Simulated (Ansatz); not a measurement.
# Direct or indirect: GaCuSe2 (I-42d)

Space group I-42d (No. 122). a = 5.619 Å, b = 5.619 Å, c = 11.026 Å, α = 90.00°, β = 90.00°, γ = 90.00°
```
atom  site  symmetry       x       y       z
  Se    8d       .2.  0.2500  0.7506  0.3750
  Ga    4b      -4..  0.5000  0.0000  0.2500
  Cu    4a      -4..  0.0000  0.5000  0.2500
```

Method: Ansatz, PBE, independent particles, without spin-orbit coupling, line width 0.15 eV (Gaussian). The band structure gives a fundamental gap of 0.24 eV. The spectrum of vertical transitions near the edge:

```json
{"E (eV)": "0.00", "Im ε, E ∥ xy": "0.00", "Im ε, E ∥ z": "0.00"}
{"E (eV)": "0.12", "Im ε, E ∥ xy": "0.02", "Im ε, E ∥ z": "0.22"}
{"E (eV)": "0.24", "Im ε, E ∥ xy": "0.15", "Im ε, E ∥ z": "0.89"}
{"E (eV)": "0.36", "Im ε, E ∥ xy": "0.63", "Im ε, E ∥ z": "1.70"}
{"E (eV)": "0.48", "Im ε, E ∥ xy": "1.30", "Im ε, E ∥ z": "2.05"}
{"E (eV)": "0.60", "Im ε, E ∥ xy": "1.75", "Im ε, E ∥ z": "2.12"}
{"E (eV)": "0.72", "Im ε, E ∥ xy": "1.95", "Im ε, E ∥ z": "2.13"}
{"E (eV)": "0.84", "Im ε, E ∥ xy": "2.08", "Im ε, E ∥ z": "2.15"}
{"E (eV)": "0.96", "Im ε, E ∥ xy": "2.20", "Im ε, E ∥ z": "2.19"}
{"E (eV)": "1.08", "Im ε, E ∥ xy": "2.33", "Im ε, E ∥ z": "2.27"}
{"E (eV)": "1.20", "Im ε, E ∥ xy": "2.49", "Im ε, E ∥ z": "2.39"}
{"E (eV)": "1.32", "Im ε, E ∥ xy": "2.72", "Im ε, E ∥ z": "2.58"}
{"E (eV)": "1.44", "Im ε, E ∥ xy": "3.08", "Im ε, E ∥ z": "2.88"}
{"E (eV)": "1.56", "Im ε, E ∥ xy": "3.72", "Im ε, E ∥ z": "3.54"}
{"E (eV)": "1.68", "Im ε, E ∥ xy": "5.00", "Im ε, E ∥ z": "5.05"}
{"E (eV)": "1.80", "Im ε, E ∥ xy": "7.11", "Im ε, E ∥ z": "7.34"}
```

(1) Is the gap direct or indirect, and about where do vertical transitions set in?

Results:

(1) Direct: the band path has its least direct gap at the fundamental one, 0.24 eV, and the curves rise from there. Lines are broadened by 0.15 eV, which spreads the edge.

[Logs are printed without paths, hosts, clocks, repeated set-up lines and the standing remarks that a program may print on its own settings, such as how far it seeks lower states.]
